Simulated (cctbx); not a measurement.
**Diagnosing a refinement**

Cell a = 7.4010 Å, b = 10.2000 Å, c = 7.1930 Å, α = 90.00°, β = 90.00°, γ = 90.00°; space group Pnma (no. 62). The compound is KNiBr3.

The data are simulated with cctbx, not measured: Cu Kα, λ = 1.54184 Å, to d = 0.83 Å, 50 % of the full sphere, strongest reflection 20000 counts, noise from counting, a 6 % proportional error and a noise floor of 15 counts (s.d.); no absorption, and some extinction, which the refinements don't model.

An anisotropic refinement with weights 1/σ² prints:

```text
Rint 0.043, 514 unique reflections to 0.83 A
cycle     R1     wR2    GooF  max shift (A)
   1  0.0739  0.1998   4.435   0.00230
   2  0.0276  0.0677   1.502   0.00001
final R1 0.0276 wR2 0.0677 GooF 1.502  parameters 27  data/parameter 19.0
atom        x        y        z      Ueq    occ   su(xyz)  su(Uiso or U11)
Br1    0.80676  0.05567  0.80369   0.0074  1.000  0.00007  0.0003
Br2    0.04889  0.75000  0.63975   0.0091  1.000  0.00010  0.0004
Ni1    0.00000  0.00000  0.50000   0.0249  1.000  0.00000  0.0007
K1     0.42144  0.75000  0.48187   0.0099  1.000  0.00022  0.0008
difference map: max 0.82 min -1.73 rms 0.26
Q1    0.2150  0.5635  0.5764    8    0.86  1.64 A from Br1
Q2    0.0328  0.2500  0.9542    4    0.77  0.39 A from K1
Q3    0.2247  0.0572  0.6609    8    0.71  0.66 A from Br1
Q4    0.0750  0.5931  0.7755    8    0.69  1.88 A from Br2
Q5    0.1690  0.6981  0.4999    8    0.68  1.44 A from Br2
Q6    0.2570  0.1591  0.5293    8    0.66  1.64 A from Br1
```

Q: Accept it or mend it, and why?

Mend it. The fault: dispersion terms of the wrong wavelength (0.71073 Å). Against the right model at the same level, R1 goes from 0.0212 to 0.0276 and GooF from 1.01 to 1.50, U of Ni1 swells from 0.0113 to 0.0249 Å² and U of K1 shrinks from 0.0135 to 0.0099 Å². f′ and f″ must be those of the data's wavelength; the error mimics a mistyped heavy atom. The signs are weak, and the output alone doesn't single this fault out.

The compound is KNiBr3. The right model at the same level gives:

```text
Rint 0.043, 514 unique reflections to 0.83 A
cycle     R1     wR2    GooF  max shift (A)
   1  0.0240  0.0533   1.183   0.00066
   2  0.0212  0.0455   1.010   0.00000
final R1 0.0212 wR2 0.0455 GooF 1.010  parameters 27  data/parameter 19.0
atom        x        y        z      Ueq    occ   su(xyz)  su(Uiso or U11)
Br1    0.80679  0.05568  0.80365   0.0081  1.000  0.00004  0.0002
Br2    0.04894  0.75000  0.63967   0.0097  1.000  0.00007  0.0003
Ni1    0.00000  0.00000  0.50000   0.0113  1.000  0.00000  0.0005
K1     0.42169  0.75000  0.48194   0.0135  1.000  0.00015  0.0006
difference map: max 0.89 min -0.71 rms 0.20
Q1    0.2065  0.5579  0.5753    8    0.93  1.63 A from Br1
Q2    0.0815  0.1388  0.4142    8    0.68  1.54 A from Br2
Q3    0.0220  0.6216  0.1941    8    0.64  1.43 A from Br1
Q4    0.0860  0.5853  0.7964    8    0.63  2.04 A from Br2
Q5    0.0955  0.7500  0.2648    4    0.61  2.17 A from Br1
Q6    0.1679  0.7022  0.5006    8    0.61  1.42 A from Br2
```

Isotropic U is held between 0.0001 and 1 Å² by the program, and listed peak heights are interpolated, so they can pass the grid's maximum.

This is a model crystal, built by substitution and not relaxed, with assumed displacement parameters.

[Middle refinement cycles are left out of these outputs.]

[Logs are printed without paths, hosts, clocks, repeated set-up lines and the standing remarks that a program may print on its own settings, such as how far it seeks lower states.]
